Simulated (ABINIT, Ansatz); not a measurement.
# CrF6 (R-3): G0W0 with ABINIT, start to end

Wanted: ground state, empty states, screening and self-energy for CrF6 (R-3).

Main program and level: ABINIT 10.8.3; PBEsol and many-body steps on it, plane waves.

Most raw output is cut from this account.

### Step 1. Starting point

Symmetry: R-3, No. 148, trigonal system. The conventional cell has a = 4.805 Å, b = 4.805 Å, c = 13.108 Å, α = 90.00°, β = 90.00°, γ = 120.00°. Cr has 6 F at 1.74 Å nearest. F has 1 Cr at 1.74 Å nearest. Farther neighbours and most contacts between anions are not listed.

Structure file:

```cif
data_structure
_symmetry_space_group_name_H-M 'R-3:H'
_symmetry_Int_Tables_number 148
_cell_length_a 4.8048
_cell_length_b 4.8048
_cell_length_c 13.1076
_cell_angle_alpha 90.000
_cell_angle_beta 90.000
_cell_angle_gamma 120.000
_cell_volume 262.06
loop_
_atom_site_label
_atom_site_type_symbol
_atom_site_symmetry_multiplicity
_atom_site_Wyckoff_symbol
_atom_site_fract_x
_atom_site_fract_y
_atom_site_fract_z
_atom_site_occupancy
Cr1 Cr 3 a 0.00000 0.00000 0.00000 1
F1 F 18 f 0.96414 0.62545 0.25685 1
```

The cell and positions are those that the Materials Project relaxed with its own functionals (PBE, PBE+U or r2SCAN), kept fixed.

### Step 2. Ground state

This step: ABINIT 10.8.3; DFT, PBEsol, plane waves, norm-conserving pseudopotentials.

The ground-state density comes first.

run.abi

```
acell 3*1.0 Angstrom
rprim 
  2.402403871812 1.387028522093 4.369215055800
  -2.402403871812 1.387028522093 4.369215055800
  0.000000000000 -2.774057044186 4.369215055800
ntypat 2
znucl 24 9
natom 7
typat 1 2 2 2 2 2 2
xred 
  0.000000000000 0.000000000000 0.000000000000
  0.368598720000 0.081843300000 0.779004130000
  0.081843300000 0.779004130000 0.368598720000
  0.220995870000 0.631401280000 0.918156700000
  0.918156700000 0.220995870000 0.631401280000
  0.631401280000 0.918156700000 0.220995870000
  0.779004130000 0.368598720000 0.081843300000
pp_dirpath "pseudos"
pseudos "Cr.upf, F.upf"
ecut 43
ngkpt 6 6 6
nshiftk 1
shiftk 0 0 0
kptopt 1
chksymbreak 0
nband 35
occopt 1
tolvrs 1e-10
nstep 60
prtwf 0
optforces 0
optstress 0
indata_prefix "in"
outdata_prefix "out"
tmpdata_prefix "tmp"
```

Run with:

```console
$ OMP_NUM_THREADS=1 mpirun -n 4 abinit run.abi > log
```

The job ended after 2.9 min (4 MPI ranks of Arm Neoverse V1, shared host; peak memory 0.73 GiB; 12 min of CPU time).

Numbers from this step:

| Property | Result |
| --- | --- |
| total energy | -6429.3575 eV |
| gap | 1.937 eV |
| k of the valence top | 0.5, 0.5, 0 |
| k of the conduction bottom | 0, 0, 0 |
| least direct gap | 1.992 eV |

The gap is indirect, with the least direct gap 0.06 eV higher.

### Step 3. Bands along the symmetry lines

Levels along a band path, at the cheap level, show where the edges lie and whether the meshes to come will hold them.

run.abi: that of step 2 with these lines changed.

```diff
@@ -20,14 +20,45 @@
 ecut 43
-ngkpt 6 6 6
-nshiftk 1
-shiftk 0 0 0
-kptopt 1
-chksymbreak 0
+iscf -2
+irdden 1
+kptopt 0
+nkpt 31
+kpt 
+  0.00000000 0.00000000 0.00000000
+  -0.12500000 -0.12500000 -0.12500000
+  -0.25000000 -0.25000000 -0.25000000
+  -0.37500000 -0.37500000 -0.37500000
+  -0.50000000 -0.50000000 -0.50000000
+  -0.50000000 -0.43346293 -0.56653707
+  -0.50000000 -0.36692586 -0.63307414
+  -0.50000000 -0.30038879 -0.69961121
+  -0.50000000 -0.23385172 -0.76614828
+  -0.23385172 0.23385172 -0.50000000
+  -0.17538879 0.17538879 -0.50000000
+  -0.11692586 0.11692586 -0.50000000
+  -0.05846293 0.05846293 -0.50000000
+  0.00000000 0.00000000 -0.50000000
+  0.00000000 0.00000000 -0.37500000
+  0.00000000 0.00000000 -0.25000000
+  0.00000000 0.00000000 -0.12500000
+  0.00000000 0.00000000 0.00000000
+  0.00000000 0.09173146 -0.09173146
+  0.00000000 0.18346293 -0.18346293
+  0.00000000 0.27519439 -0.27519439
+  0.00000000 0.36692586 -0.36692586
+  -0.36692586 0.00000000 -0.63307414
+  -0.40019439 0.00000000 -0.59980561
+  -0.43346293 0.00000000 -0.56653707
+  -0.46673147 0.00000000 -0.53326853
+  -0.50000000 0.00000000 -0.50000000
+  -0.37500000 0.00000000 -0.37500000
+  -0.25000000 0.00000000 -0.25000000
+  -0.12500000 0.00000000 -0.12500000
+  0.00000000 0.00000000 0.00000000
+istwfk *1
 nband 35
-occopt 1
-tolvrs 1e-10
-nstep 60
+nbdbuf 2
+tolwfr 1e-08
+nstep 40
 prtwf 0
-optforces 0
-optstress 0
+prtvol 0
 indata_prefix "in"
```

The job ended after 49 s (4 MPI ranks; peak memory 0.51 GiB).

Numbers from this step:

| Item | Value |
| --- | --- |
| gap | 1.937 eV |
| k of the valence top | -0.4335, 0, -0.5665 |
| k of the conduction bottom | 0, 0, 0 |
| least direct gap | 1.992 eV |

The gap is 1.937 eV, as in the run before at this level.

The electronic bands at the labelled points (eV, zero at the top of the highest filled band):

```csv
point,band 25,band 26,band 27,band 28,band 29,band 30,band 31,band 32
Γ,-0.30,-0.26,-0.20,-0.20,1.94,2.14,2.14,5.46
halfway,-0.33,-0.33,-0.13,-0.13,2.03,2.18,2.18,5.42
T,-0.36,-0.36,-0.14,-0.14,2.10,2.22,2.22,5.39
halfway,-0.51,-0.23,-0.13,-0.13,2.15,2.18,2.27,5.33
H2,-0.71,-0.16,-0.12,-0.02,2.12,2.17,2.29,5.30
jump to H0,-0.71,-0.16,-0.12,-0.02,2.12,2.17,2.29,5.30
halfway,-0.56,-0.17,-0.12,-0.03,2.07,2.13,2.28,5.32
L,-0.37,-0.23,-0.14,-0.08,1.98,2.12,2.33,5.32
halfway,-0.34,-0.26,-0.17,-0.08,2.03,2.09,2.22,5.39
Γ,-0.30,-0.26,-0.20,-0.20,1.94,2.14,2.14,5.46
halfway,-0.47,-0.19,-0.10,-0.09,2.06,2.11,2.21,5.39
S0,-0.50,-0.20,-0.11,0.00,2.08,2.16,2.29,5.30
jump to S2,-0.50,-0.20,-0.11,0.00,2.08,2.16,2.29,5.30
halfway,-0.46,-0.24,-0.13,0.00,2.03,2.17,2.34,5.27
F,-0.43,-0.27,-0.14,0.00,1.99,2.18,2.35,5.26
halfway,-0.41,-0.23,-0.17,-0.06,2.03,2.16,2.22,5.36
Γ,-0.30,-0.26,-0.20,-0.20,1.94,2.14,2.14,5.46
```

### Step 4. Empty states on the mesh, 2×2×2 mesh, 76 bands

The sums over transitions need many empty states on a uniform mesh; this step solves for them.

run.abi

```
acell 3*1.0 Angstrom
rprim 
  2.402403871812 1.387028522093 4.369215055800
  -2.402403871812 1.387028522093 4.369215055800
  0.000000000000 -2.774057044186 4.369215055800
ntypat 2
znucl 24 9
natom 7
typat 1 2 2 2 2 2 2
xred 
  0.000000000000 0.000000000000 0.000000000000
  0.368598720000 0.081843300000 0.779004130000
  0.081843300000 0.779004130000 0.368598720000
  0.220995870000 0.631401280000 0.918156700000
  0.918156700000 0.220995870000 0.631401280000
  0.631401280000 0.918156700000 0.220995870000
  0.779004130000 0.368598720000 0.081843300000
pp_dirpath "pseudos"
pseudos "Cr.upf, F.upf"
ecut 43
ngkpt 2 2 2
nshiftk 1
shiftk 0 0 0
kptopt 1
chksymbreak 0
iscf -2
irdden 1
istwfk *1
nband 76
nbdbuf 6
tolwfr 1e-09
nstep 60
prtvol 0
indata_prefix "in"
outdata_prefix "out"
tmpdata_prefix "tmp"
```

Elapsed: 17 s, on 4 MPI ranks; peak memory 0.43 GiB; 66 s of CPU time.

Numbers from this step:

* gap: 1.937 eV
* k of the valence top: 0.5, 0.5, 0
* k of the conduction bottom: 0, 0, 0
* least direct gap: 1.992 eV
* k points computed: 4
* lowest point of the top converged band, above the valence top: 35.94 eV

On this mesh the gap is 1.937 eV.

### Step 5. Screening, 2×2×2 mesh, 70 bands, screening to 98 eV

The RPA dielectric matrix is built and inverted for each q.

This step: RPA screening on PBEsol, plane waves, norm-conserving pseudopotentials.

run.abi: that of step 4 with these lines changed.

```diff
@@ -25,10 +25,11 @@
 chksymbreak 0
-iscf -2
-irdden 1
 istwfk *1
-nband 76
-nbdbuf 6
-tolwfr 1e-09
-nstep 60
-prtvol 0
+occopt 1
+irdwfk 1
+optdriver 3
+nband 70
+ecuteps 3.6
+inclvkb 2
+awtr 1
+symchi 1
 indata_prefix "in"
```

The job ended after 16 s (4 MPI ranks; peak memory 1.2 GiB).

This step gave:

- ε∞ with local fields, on this mesh, along the program's q direction: 3.378
- the same without local fields: 6.230
- plasma frequency: 29.73 eV
- plane waves in the screening matrix: 193

Local fields lower ε∞ by 46 %. On a Γ-centred mesh this coarse the value itself is usually too large, while a short band sum pulls it down.

### Step 6. Self-energy, 2×2×2 mesh, 70 bands, screening to 98 eV

The self-energy is evaluated for the states that the input lists, and the levels follow from it, in one-shot runs by the linearised quasiparticle equation.

This step: G0W0 on PBEsol, plane waves, norm-conserving pseudopotentials.

run.abi: that of step 5 with these lines changed.

```diff
@@ -28,8 +28,17 @@
 irdwfk 1
-optdriver 3
+optdriver 4
 nband 70
+gwcalctyp 0
+ecutsigx 43
+symsigma 1
+nkptgw 2
+kptgw 
+  0.5000000000 0.5000000000 0.0000000000
+  0.0000000000 0.0000000000 0.0000000000
+bdgw 
+  27 30
+  27 31
 ecuteps 3.6
-inclvkb 2
-awtr 1
-symchi 1
+irdscr 1
+ppmodel 1
 indata_prefix "in"
```

Elapsed: 5.8 s, on 4 MPI ranks; peak memory 0.98 GiB; 23 s of CPU time.

Numbers from this step:

* G0W0 gap on the points computed: 4.959 eV
* starting gap on the mesh: 1.937 eV
* k of the valence top: 0.5, 0.5, 0
* k of the conduction bottom: 0, 0, 0
* Z at the valence top: 0.731
* Z at the conduction bottom: 0.747
* least direct G0W0 gap on the computed points: 4.996 eV

The gap on the mesh goes from 1.94 eV to 4.96 eV, a correction of +3.02 eV.

Limits: finite bands, cutoff and mesh; no spin polarisation; d states lean on the start; coarse k mesh. v1 is the top filled band, c1 the lowest empty one. The levels before and after the correction (eV, zero at the valence-band top of each column):

```
           conduction bottom  valence top
Kohn-Sham               1.94         0.00
     G0W0               4.96         0.00
```

```csv
,level,energy (eV)
Kohn-Sham,(0.5 0.5 0) v2,-0.140
Kohn-Sham,(0.5 0.5 0) v1,0.000
Kohn-Sham,(0.5 0.5 0) c1,1.992
Kohn-Sham,(0.5 0.5 0) c2,2.178
Kohn-Sham,Γ v2-v1,-0.196
Kohn-Sham,Γ c1,1.937
Kohn-Sham,Γ c2-c3,2.140
G0W0,(0.5 0.5 0) v2,-0.161
G0W0,(0.5 0.5 0) v1,0.000
G0W0,(0.5 0.5 0) c1,4.996
G0W0,(0.5 0.5 0) c2,5.163
G0W0,Γ v2-v1,-0.213
G0W0,Γ c1,4.959
G0W0,Γ c2-c3,5.136
```

### Step 7. Where the time went

Times are wall times on 4 MPI ranks of Arm Neoverse V1, shared host, good to a factor of about two.

```csv
step,time,share,memory (GiB)
ground state,2.9 min,67 %,0.73
bands along the symmetry lines,49 s,19 %,0.51
empty states on the mesh,17 s,6 %,0.43
screening,16 s,6 %,1.2
self-energy,5.8 s,2 %,0.98
```

### Step 8. Summary of results

| Quantity | Value |
| --- | --- |
| PBEsol gap | 1.94 eV, indirect |
| G0W0 gap on the mesh | 4.96 eV |
| GW settings | 2×2×2 mesh, 70 bands, screening to 98 eV, Godby-Needs plasmon pole |
| known limits | not at the basis limit; no spin polarisation; d states lean on the start; coarse k mesh |

**Reading.** G0W0 moves the gap on the mesh from 1.94 eV to 4.96 eV (+3.02 eV), with Z of 0.73 and 0.75 at the edges. Local fields lower the RPA ε∞ on this mesh from 6.23 to 3.38; a Γ-centred mesh this coarse tends to raise both, most where the direct gap is narrow, while a short band sum lowers them. Only 2 of the mesh's irreducible points were corrected, so a valley elsewhere could overtake. The dearest step here is «ground state». Bands and cutoff are finite, so the gap is not at the basis limit. The miss can reach some tenths of an eV and take either sign; the mesh is an error of its own. In the G0W0 run levels were corrected at 2 k points alone, so a gap called «on the mesh» is the least over those, and an edge elsewhere would be missed. The 2×2×2 mesh is coarse for this cell, which bears on the long-range parts of exchange and screening. The runs have no spin polarisation. For a closed low-spin shell that is the natural state; where a d or f shell is open it is a constraint, and the gap is then not the crystal's own. With d states at the gap, one-shot GW leans hard on its start.

[Paths, hosts, dates, memory and timing lines, banners, echoed tables and standing remarks are left out of the program output.]

[Logs are printed without paths, hosts, clocks, repeated set-up lines and the standing remarks that a program may print on its own settings, such as how far it seeks lower states.]

[Runs of the session that timed out or met a known fault of the program may be left out.]

[Hosts, paths, dates, database ids (printed as entryN), source tags and the programs' standing remarks are cut or masked in the printed files.]

[G0W0 gaps are taken among the corrected bands and points alone; a level outside them can change the order at an edge.]

[Where Ansatz stands beside ABINIT at settings called matched, ABINIT's density can come from a denser mesh and the files from another edition; pairs whose starting gaps differed by over 0.03 eV were left out, so agreement reads better than it is.]
